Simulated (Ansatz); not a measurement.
# Glassy 87SiO2-4Na2O-4ZnO-4SrO (mol %): how far the plane-wave cutoff must go

How do energy, forces and time move with the plane-wave cutoff?

Main program and level: Ansatz 0.2.0; Kohn-Sham DFT, r2SCAN, PAW set soft_1, plane waves.

## Step 1: Set-up

The cell holds 67 atoms: 20 Si, 2 Na, 1 Zn, 1 Sr and 43 O. Its edges and angles: a = 9.749 Å, b = 9.749 Å, c = 9.749 Å, α = 90.0°, β = 90.0°, γ = 90.0°. 67 atoms (20 Si, 2 Na, 1 Zn, 1 Sr, 43 O) placed at random at 2.44 g/cm^3, melted at 4000 K for 10 ps at fixed volume with the Morse and Coulomb pair potential with partial charges (Pedone, Malavasi, Menziani, Cormack and Segre, J. Phys. Chem. B 110, 11780 (2006)). Quenched from 4000 K to 300 K at 50 K/ps and fixed volume, held 10 ps at zero pressure.

## Step 2: The script

The structure comes from a classical simulation and is read from a file. The cell is 9.7 Å or more across in its periodic directions, and the Γ point alone is taken as a first sampling. Occupations are fixed because a gap is expected. The PAW files are read from a folder beside the script (Ansatz's set soft_1), and the density starts from superposed atoms. These files were made with PBE and serve the other functionals as an approximation. The highest cutoff serves as the reference; forces are the test that matters for later relaxations, while absolute energies converge more slowly and partly cancel in differences.

cell.xyz reads:

```xyz
67
Lattice="9.7485 0.0000 0.0000 0.0000 9.7485 0.0000 0.0000 0.0000 9.7485" Properties=species:S:1:pos:R:3 pbc="T T T"
Si    1.8483    5.3733    2.8110
Si    9.1474    7.2157    3.8660
Si    9.2014    0.6568    4.4511
Si    6.3118    7.1244    2.3614
Si    1.4367    2.2463    2.7981
Si    2.7926    7.6554    0.9820
Si    3.4082    9.2261    6.1619
Si    5.0625    7.9158    8.5490
Si    0.3977    9.7198    7.2830
Si    6.3486    4.2946    1.0777
Si    7.2882    9.1176    0.5030
Si    8.7391    4.6083    8.8137
Si    4.0488    6.5654    4.5176
Si    7.1280    2.8565    3.8391
Si    4.0327    2.1750    4.5294
Si    2.2398    4.0373    6.3774
Si    9.0439    4.8086    5.6177
Si    0.0183    7.6042    9.3583
Si    4.8167    5.1817    7.0775
Si    1.0962    2.4093    8.9480
Na    3.1944    4.3771    0.0933
Na    6.3714    1.9704    8.0531
Zn    8.5335    2.2755    0.9594
Sr    4.4395    1.0137    1.2453
O     7.4317    4.1670    9.6172
O     0.3070    1.0307    8.4961
O     9.7243    3.4000    9.3631
O     3.0237    5.1380    7.2026
O     8.7145    4.5760    7.2495
O     9.3599    6.0325    9.2925
O     2.9082    5.6410    3.9898
O     5.0768    3.4720    0.7987
O     9.1511    0.3898    6.1022
O     1.6638    3.0079    7.5338
O     4.0355    0.7523    5.3995
O     7.1602    3.4204    2.2690
O     4.3343    8.8595    7.5226
O     3.1133    2.0541    3.1872
O     1.4068    3.9333    2.6641
O     0.8417    4.4250    5.5739
O     2.6392    6.0370    1.5203
O     7.2265    0.9567    0.4063
O     0.7843    1.5052    4.1570
O     1.9071    9.5750    6.6457
O     3.1523    3.1909    5.4306
O     8.9843    6.4347    5.3014
O     7.9699    1.5076    3.9319
O     2.2999    2.1980    0.1232
O     5.5302    2.5616    4.1255
O     4.9483    5.6208    5.5361
O     6.4654    8.4754    8.9140
O     5.2357    6.4697    7.9208
O     7.7876    7.0189    3.0620
O     7.9881    3.8833    4.7019
O     2.8486    8.6635    2.1888
O     5.2889    3.7869    7.3022
O     6.1674    5.8215    1.3814
O     3.5291    7.8874    5.2890
O     4.0517    7.8918    0.0875
O     9.6955    8.2151    7.8851
O     6.4089    8.6420    1.7247
O     5.1342    7.0858    3.3315
O     0.5991    6.4099    3.1144
O     9.3333    8.7908    3.9941
O     8.7356    8.4331    0.4943
O     1.5028    7.8038    0.0938
O     0.3463    1.6877    1.8033
```

test_settings.py reads:

```python
import time
import warnings
import numpy as np
from ase.io import read
import ansatz as az

warnings.simplefilter("ignore", az.DeckWarning)
atoms = read("cell.xyz")
print(f"{len(atoms)} atoms ({atoms.get_chemical_formula()}), volume {atoms.get_volume():.1f} A^3")

base = (
    az.Crystal.from_ase(atoms)
    .calculation()
    .functional("r2scan")
    .pseudopotentials("paw", azcp={"folder": "./paw"}, xc_functional="pbe")
    .kpoints(1, 1, 1)
    .occupations("fixed")
    .forces()
    .band_table()
    .stress()
)

def gap_of(report):
    e = np.concatenate(report["eigenvalues_ev"]); f = np.concatenate(report["occupations"])
    f = f / f.max()  # a half-filled level counts on both sides, so the gap is then zero
    return e[f > 0.3].max(), e[f < 0.7].min()

rows = []
for cutoff in [200, 250, 300, 350, 420, 500, 600]:
    start = time.time()
    try:
        r = base.basis(cutoff).run(threads=4).report
    except az.AnsatzError as error:
        print(cutoff, 'failed:', str(error)[:110])
        continue
    homo, lumo = gap_of(r)
    rows.append((cutoff, r['free_energy_ev'] / len(atoms), np.array(r['forces_ev_ang']), max(lumo - homo, 0), np.trace(r['stress_gpa']) / 3, r['n_iterations'], time.time() - start))
    print(cutoff, f"F = {r['free_energy_ev']:.4f} eV, {r['n_iterations']} iterations, {time.time() - start:.0f} s", flush=True)

ref = rows[-1]
scale = np.sqrt(np.mean(ref[2] ** 2))
print(f"r.m.s. force of the reference: {scale:.3f} eV/A")
print("  cutoff  dE (meV/atom)  dF rms (meV/A)  dF (%)  gap (eV)  P (GPa)  iter  time (s)")
for name, e, f, gap, p, n, t in rows:
    df = np.sqrt(np.mean((f - ref[2]) ** 2))
    print(f"{str(name):>8s} {1000 * (e - ref[1]):14.2f} {1000 * df:15.2f} {100 * df / scale:7.2f} {gap:9.3f} {p:8.2f} {n:5d} {t:9.1f}")
```

Run with:

```bash
$ python test_settings.py
```

Output:

```text
67 atoms (Na2O43Si20SrZn), volume 926.4 A^3
200 F = -46924.1617 eV, 11 iterations, 10 s
250 F = -47101.7470 eV, 12 iterations, 16 s
300 F = -47151.9355 eV, 12 iterations, 18 s
350 F = -47161.7652 eV, 13 iterations, 21 s
420 F = -47163.6473 eV, 13 iterations, 30 s
500 F = -47163.7985 eV, 13 iterations, 33 s
600 F = -47163.9615 eV, 13 iterations, 43 s
r.m.s. force of the reference: 1.429 eV/A
  cutoff  dE (meV/atom)  dF rms (meV/A)  dF (%)  gap (eV)  P (GPa)  iter  time (s)
     200        3579.10          300.43   21.02     2.914     0.74    11      10.5
     250         928.57          101.00    7.07     3.107     1.40    12      15.5
     300         179.49           15.11    1.06     3.181    -0.06    12      17.9
     350          32.78            3.69    0.26     3.198     0.01    13      20.9
     420           4.69            1.72    0.12     3.203     0.07    13      30.3
     500           2.43            1.09    0.08     3.204     0.05    13      32.6
     600           0.00            0.00    0.00     3.203     0.03    13      43.0
```

Elapsed: 2.9 min, on 4 threads of Arm Neoverse V1, shared host; peak memory 3.1 GiB; 11 min of CPU time.

## Step 3: Summary of results

```
reference run                           : 600, 43 s
r.m.s. force component of the reference : 1.43 eV/Å
largest r.m.s. force difference         : 300 meV/Å (200)
smallest r.m.s. force difference        : 1.09 meV/Å (500)
energy differences                      : 2.43 to 3579 meV/atom
gap on the mesh                         : 2.91 eV (200) to 3.20 eV (500)
pressure                                : -0.06 GPa (300) to 1.40 GPa (250)
```

What this shows: The cheapest setting whose forces lie within 1 % of the reference is 350 eV, at 0.49 times the reference's time. The cell is far from relaxed, so 1 % of its forces is a lenient mark. Local and semilocal functionals put gaps too low. In a disordered, unrelaxed cell the gap can be set by levels on strained bonds. Notices that the program raised in these runs, those on memory apart (the script silences some of them): cutoff below recommended. The cell is one small sample, quenched far faster than in any experiment.

[Logs are printed without paths, hosts, clocks, repeated set-up lines and the standing remarks that a program may print on its own settings, such as how far it seeks lower states.]

[Hosts, paths, dates, database ids (printed as entryN), source tags and the programs' standing remarks are cut or masked in the printed files.]

[Scripts of this kind were picked in part by their result: those with far moves, changed bonds, near-zero gaps or large misses at database cells are mostly left out.]
